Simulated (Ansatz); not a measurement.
# What H2Pb (model cell, started as CdI2 type) distorts into

Which phase does H2Pb (model cell, started as CdI2 type) fall into along its unstable mode, and how much energy does it gain?

Calculated with Ansatz 0.2.0; DFT r2SCAN, scalar-relativistic, plane waves, PAW.

This is a report of a sequence of runs, with most program output left out.

The structure was built from a prototype and need not be the compound's stable phase.

## (1) The starting structure

The structure is trigonal, space group P-3m1 (No. 164). The conventional cell has a = 3.726 Å, b = 3.726 Å, c = 3.530 Å, α = 90.00°, β = 90.00°, γ = 120.00°. Nearest to Pb lie 6 H at 2.30 Å. Nearest to H lie 3 Pb at 2.30 Å. Farther neighbours are not listed.

## (2) Phonons on a q mesh

The cell comes from relaxations at this level that are not shown. The mesh has a single point along some directions, so zone-edge points there are not solved. Linear response on a 1×1×2 q mesh gives force constants as far as a supercell of that size would.

File input.yaml:

```yaml
crystal:
  lattice:
    - [3.726359432, 0.0, 0.0]
    - [-1.863179716, 3.2271219317, 0.0]
    - [0.0, 0.0, 3.5297147904]
  atoms:
    - { symbol: Pb, position: [0.0, 0.0, 0.0] }
    - { symbol: H, position: [0.3333333333, 0.6666666667, 0.2296328954] }
    - { symbol: H, position: [0.6666666667, 0.3333333333, 0.7703671046] }
kpoints:
  mp_grid: { grid: [12, 12, 12] }
hamiltonian:
  xc: r2scan
scf:
  occupations: { method: methfessel_paxton, width: 0.15 }
output:
  eigenvalues: true
phonons:
  method: dfpt
  qmesh: [1, 1, 2]
  temperatures: { t_max: 1000, t_step: 50 }
  qpath:
    path:
      - [[0.0, 0.0, 0.0], [0.5, 0.0, 0.0], [0.33333333, 0.33333333, 0.0], [0.0, 0.0, 0.0], [0.0, 0.0, 0.5], [0.5, 0.0, 0.5], [0.33333333, 0.33333333, 0.5], [0.0, 0.0, 0.5]]
      - [[0.5, 0.0, 0.5], [0.5, 0.0, 0.0]]
      - [[0.33333333, 0.33333333, 0.5], [0.33333333, 0.33333333, 0.0]]
    npoints: 10
```

Run with:

```console
$ ansatz run input.yaml --threads 4 --pin off --max-ram 7168MiB --backend cpu --events-out ev --progress --plain --runs-dir out
```

Elapsed: 15 min, on 4 threads of Arm Neoverse N1, shared host; peak memory 1.7 GiB.

This step gave:

| Item | Value |
| --- | --- |
| volume per atom | 14.15 Å³ |
| gap on the k-mesh | 0 eV |
| sum-rule residual before enforcement | 8.17e-5 eV/Å² |
| point group | -3m |
| highest optical mode at the zone centre (no LO-TO term) | 870.4 cm⁻¹ |
| lowest optical zone-centre mode | -310.3 cm⁻¹ |
| lowest mode on the q mesh (acoustic modes at Γ apart) | -310.3 cm⁻¹ |
| highest frequency at a solved wavevector (no LO-TO term at Γ) | 870.4 cm⁻¹ |

Frequencies (cm⁻¹) solved at each irreducible wavevector; negative means imaginary. Frequencies by wavevector, by row:

```tsv
q in reciprocal lattice units	star	mode 1	mode 2	mode 3	mode 4	mode 5	mode 6	mode 7	mode 8	mode 9
0 0 0	1	-310.3	-310.3	0	0	0	408.8	805.6	870.4	870.4
0 0 -0.5	1	-52.9	-52.9	64	201.7	201.7	711.9	758	838.8	838.8
```

Symmetry leaves 2 wavevectors to solve. The lowest mode among them, the acoustic zeros apart, lies at Γ and is imaginary, 310.3i cm⁻¹, so the energy falls along it.

## (3) The mode frozen in, largest atomic shift 0 Å

The mode followed lies at Γ with frequency 310.3i cm⁻¹ and is 2-fold degenerate, the softest among the wavevectors solved. At small amplitude the distorted cell has space group no. 5 by a symmetry search on the positions. The undistorted cell that holds it gives the zero of energy on the same k mesh.

input.yaml, the sections that differ from step 2:

```yaml
output:
  forces: true
  stress: true
  eigenvalues: true
# crystal, kpoints, hamiltonian, scf: as in step 2
# phonons: removed
```

Wall time 6 s (4 threads); peak memory 0.5 GiB; 22 s of CPU time.

This step gave:

| Property | Result |
| --- | --- |
| pressure | 6.31e-4 GPa |
| energy from the undistorted cell | 0 meV/atom |

The run ends at a pressure of 0.00 GPa, with forces up to 1.0e-4 eV/Å.

## (4) The mode frozen in, largest atomic shift 0.32 Å

The atoms are moved along the unstable eigenvector, the largest shift by 0.32 Å, with the cell fixed.

input.yaml, the sections that differ from step 3:

```yaml
crystal:
  lattice:
    - [3.726359432, 0.0, 0.0]
    - [-1.863179716, 3.2271219317, 0.0]
    - [0.0, 0.0, 3.5297147904]
  atoms:
    - { symbol: Pb, position: [-0.0008355376, -0.0008355376, 0.0] }
    - { symbol: H, position: [0.4192080338, 0.7525413671, 0.2296328954] }
    - { symbol: H, position: [0.7525413671, 0.4192080338, 0.7703671046] }
output:
  forces: true
  stress: true
  eigenvalues: true
  write_density: true
  write_potential: true
  elf: true
  volumetric_format: npy
# kpoints, hamiltonian, scf: as in step 3
```

Run time: 30 s. Hardware: 4 threads; peak memory 0.75 GiB; 2 min of CPU time.

Numbers from this step:

* pressure: 1.823 GPa
* energy from the undistorted cell: -4.43 meV/atom

The energy, extrapolated to zero smearing, is -4.43 meV/atom against the undistorted cell.

The run ends at a pressure of 1.82 GPa, with forces up to 0.14 eV/Å.

## (5) Energy along the mode, all amplitudes (two of the runs are shown above)

An imaginary frequency means negative curvature, so the energy should fall and then rise again as anharmonic terms take over.

Numbers from this step:

| Property | Result |
| --- | --- |
| depth at the lowest point sampled | 4.43 meV/atom |
| largest atomic shift at that point | 0.32 Å |

The energy from the parent by largest atomic shift:

```tsv
largest atomic shift (Å)	energy from the parent (meV/atom)
0.000	0
0.040	-0.189
0.080	-0.739
0.140	-2.11
0.220	-4.21
0.320	-4.43
0.450	6.14
```

Displacement at unit largest shift by atom:

```tsv
atom	x (Å)	y (Å)	z (Å)	size
Pb1	-0.005	-0.008	0.000	0.009
H2	0.500	0.866	0.000	1.000
H3	0.500	0.866	0.000	1.000
```

The lowest of the steps tried is at 0.32 Å, 4.43 meV/atom below the parent; the bottom of the well need not coincide with a step.

## (6) Relaxation from the frozen mode

Starting from the lowest point found, all atoms and the cell are let go, so that strain and other modes of the same symmetry can join in.

input.yaml, as its differences from that of step 4:

```diff
@@ -19,5 +19,6 @@
   eigenvalues: true
-  write_density: true
-  write_potential: true
-  elf: true
-  volumetric_format: npy
+relax:
+  adjacent_minimum: "off"
+  f_tol: 0.002
+  max_steps: 120
+  cell: { stress_tol: 0.03 }
```

Elapsed: 5.7 min, on 4 threads; peak memory 0.83 GiB; 23 min of CPU time.

The steps of the relaxation:

```tsv
step	energy less that of the first step (eV)	largest force component (eV/Å)	pressure (GPa)	volume (Å³)
1	0.0000	0.1155	1.82	42.45
2	-0.0107	0.2119	-1.21	45.29
3	-0.0291	0.1657	-0.69	45.34
4	-0.0371	0.1147	-0.01	44.81
5	-0.0447	0.0811	0.91	45.17
6	-0.0485	0.0145	0.17	45.93
7	-0.0485	0.0114	0.19	46.04
8	-0.0488	0.0026	-0.01	46.40
9	-0.0488	0.0014	0.00	46.36
10*	-0.0500	0.0015	0.02	46.36
11	-0.0500	0.0007	0.00	46.46
12*	-0.0500	0.0007	0.00	46.46
```

Relaxation steps marked * repeat the geometry before them on a plane-wave basis chosen anew for their cell, so energy and pressure can jump there.

Forces are held to the 2 operations that the run works with; a distortion that breaks them can't arise in this run.

```tsv
cell as run	before	after	change
a (Å)	3.726	3.857	+3.5 %
b (Å)	3.726	3.857	+3.5 %
c (Å)	3.530	3.435	-2.7 %
α (°)	90.00	91.33	+1.5 %
β (°)	90.00	88.67	-1.5 %
γ (°)	120.00	114.55	-4.5 %
volume (Å³/atom)	14.15	15.49	+9.5 %
```

The atoms that moved most (Å, as changes of fractional coordinates times the final cell):

```tsv
atom	dx	dy	dz	length
Pb1	-0.104	-0.179	0.000	0.207
H2	-0.031	0.138	0.024	0.143
H3	0.135	0.042	-0.024	0.143
```

The relaxed structure:

```xyz
3
Lattice="3.8521 0.1835 0.0442 -1.7671 3.4278 -0.0442 0.0419 -0.0242 3.4349" Properties=species:S:1:pos:R:3 pbc="T T T"
Pb   -0.1053   -0.1824    0.0000
H     0.2635    2.7884    0.7980
H     2.3250    1.5983    2.6369
```

This step gave:

```yaml
pressure: 0.004755 GPa
volume_per_atom: 15.49 Å³
```

The distorted start has space group C2; the relaxation ends in C2.

## (7) The new phase in its own primitive cell

The relaxed structure is symmetrised, reduced to its primitive cell and relaxed tightly, as its phonons need.

input.yaml, the sections that differ from step 6:

```yaml
crystal:
  lattice:
    - [3.2445521754, -2.0849836617, 0.0]
    - [3.2445521754, 2.0849836617, 0.0]
    - [-0.0951229037, 0.0, 3.4339630513]
  atoms:
    - { symbol: Pb, position: [0.9495015996, 0.0504984004, 0.0] }
    - { symbol: H, position: [0.4292381452, 0.2078258816, 0.7630031326] }
    - { symbol: H, position: [0.7921741184, 0.5707618548, 0.2369968674] }
kpoints:
  mp_grid: { grid: [10, 10, 10] }
relax:
  adjacent_minimum: "off"
  f_tol: 0.001
  max_steps: 60
  cell: { stress_tol: 0.01 }
# hamiltonian, scf, output: as in step 6
```

It took 2.3 min on 4 threads; peak memory 0.68 GiB; 9.3 min of CPU time.

Relaxation path:

```tsv
step	energy less that of the first step (eV)	largest force component (eV/Å)	pressure (GPa)	volume (Å³)
1	0.0000	0.0159	-0.16	46.46
2	0.0004	0.0280	0.25	46.16
3	-0.0005	0.0051	0.01	46.39
4	-0.0006	0.0009	-0.01	46.37
5	-0.0006	0.0010	0.00	46.34
6	-0.0006	0.0006	0.00	46.35
7*	-0.0006	0.0006	0.00	46.35
```

Relaxation steps marked * repeat the geometry before them on a plane-wave basis chosen anew for their cell, so energy and pressure can jump there. Relaxation step 2 was tried and not accepted.

Forces are held to the 2 operations that the run works with; a distortion that breaks them can't arise in this run.

```tsv
cell as run	before	after	change
a (Å)	3.857	3.845	-0.3 %
b (Å)	3.857	3.845	-0.3 %
c (Å)	3.435	3.451	+0.5 %
α (°)	91.33	91.00	-0.4 %
β (°)	91.33	91.00	-0.4 %
γ (°)	65.45	65.32	-0.2 %
volume (Å³/atom)	15.49	15.45	-0.2 %
```

Final coordinates:

```
Pb H
1.0
     3.23701   -2.07497    0.01107
     3.23701    2.07497    0.01107
    -0.08318    0.00000    3.44986
Pb H
1 2
Direct
  0.94915 0.05085 0.00000
  0.42855 0.20679 0.76271
  0.79321 0.57145 0.23729
```

Numbers from this step:

```yaml
pressure: -0.001255 GPa
volume_per_atom: 15.45 Å³
```

The largest force component left is 0.56 meV/Å and the pressure is -0.001 GPa, within the tolerances set. The cell now holds 15.45 Å³/atom.

## (8) Modes of the new phase, k-mesh 10×10×10

A relaxed structure may still be a saddle point, so its zone-centre modes are computed. No field response is asked, since the mesh shows no gap.

input.yaml, the sections that differ from step 7:

```yaml
crystal:
  lattice:
    - [3.237013868, -2.0749693797, 0.0110716411]
    - [3.237013868, 2.0749693797, 0.0110716411]
    - [-0.0831839148, 0.0, 3.449856054]
  atoms:
    - { symbol: Pb, position: [0.9491515399, 0.0508484601, 0.0] }
    - { symbol: H, position: [0.4285523013, 0.206789978, 0.76271] }
    - { symbol: H, position: [0.793210022, 0.5714476987, 0.23729] }
output:
  eigenvalues: true
phonons:
  method: dfpt
# kpoints, hamiltonian, scf: as in step 7
# relax: removed
```

It took 6.2 min on 4 threads; peak memory 1.8 GiB.

Numbers from this step:

| Property | Result |
| --- | --- |
| sum-rule residual before enforcement | 7.99e-5 eV/Å² |
| point group | 2 |
| highest optical mode at the zone centre (no LO-TO term) | 1049 cm⁻¹ |
| lowest optical zone-centre mode | 294.7 cm⁻¹ |

Patterns of degenerate modes are one choice out of their space. The modes at Γ (shares of kinetic energy by element, %):

```tsv
mode	frequency (cm⁻¹)	symmetry	Pb %	H %
1	0.0	acoustic	99	1
2	0.0	acoustic	99	1
3	0.0	acoustic	99	1
4	294.7	B	1	99
5	373.1	B	1	99
6	491.9	A	1	99
7	691.2	A	0	100
8	1026.5	B	0	100
9	1048.7	A	0	100
```

Displacements in mode 4 (294.7 cm⁻¹), the largest set to 1:
```
Pb1  0.00  0.00 -0.01
H2  -0.17  0.47  1.00
H3  -0.17 -0.47  1.00
```

Displacements in mode 7 (691.2 cm⁻¹), the largest set to 1:
```
Pb1  0.00  0.00  0.00
H2  -0.68  0.19  1.00
H3   0.68  0.19 -1.00
```

Before it was imposed, the acoustic sum rule was missed by 8.0e-5 eV/Å². Small misses are needed for a sound result but don't prove that mesh and cutoff are converged. The lowest optical mode is real, 295 cm⁻¹.

## (9) What came out

| Item | Value |
| --- | --- |
| unstable mode of the parent | q = (0, 0, 0), 310i cm⁻¹ |
| depth at the lowest point sampled | 4.43 meV/atom |
| largest atomic shift at that point | 0.32 Å |
| space group reached (within 0.01 Å) | C2 |
| energy gained over the parent (first relaxation, on the mesh of the frozen mode) | 21.1 meV/atom |
| volume per atom, phase reached | 15.4 Å³ |
| lowest optical zone-centre mode, phase reached | 295 cm⁻¹ |
| highest optical mode at the zone centre (no LO-TO term), phase reached | 1049 cm⁻¹ |

In words: Along this mode the structure falls into C2, 21.1 meV/atom below the parent. At the parent's cell the well is 4.43 meV/atom deep on the steps tried, with its lowest point at a shift of 0.32 Å. Relaxing atoms and cell changes the gain by +16.69 meV/atom against the lowest step (energies at zero smearing). Most of the total comes from this relaxation. The new phase has no imaginary mode at the zone centre of its cell; other wavevectors were not checked. Of the 2 patterns followed to their end from this parent, this one ends 1.40 meV/atom above the lowest, Cm. Each path keeps the symmetry of its pattern, so a lower phase may lie along a pattern not tried. The q mesh is too sparse to interpolate, so only the solved wavevectors are given. With no gap, or one that is small against the smearing, the frequencies hang on the k mesh and the smearing, most of all near Kohn anomalies. Spin-orbit coupling is left out, which can matter for the heavy elements here. A phonon run warned that its eigensolver left some bands unconverged in a pass. The starting cell was built on a prototype and not taken from a measurement, so the phase need not exist.

[Logs are printed without paths, hosts, clocks, repeated set-up lines and the standing remarks that a program may print on its own settings, such as how far it seeks lower states.]

[Hosts, paths, dates, database ids (printed as entryN), source tags and the programs' standing remarks are cut or masked in the printed files.]
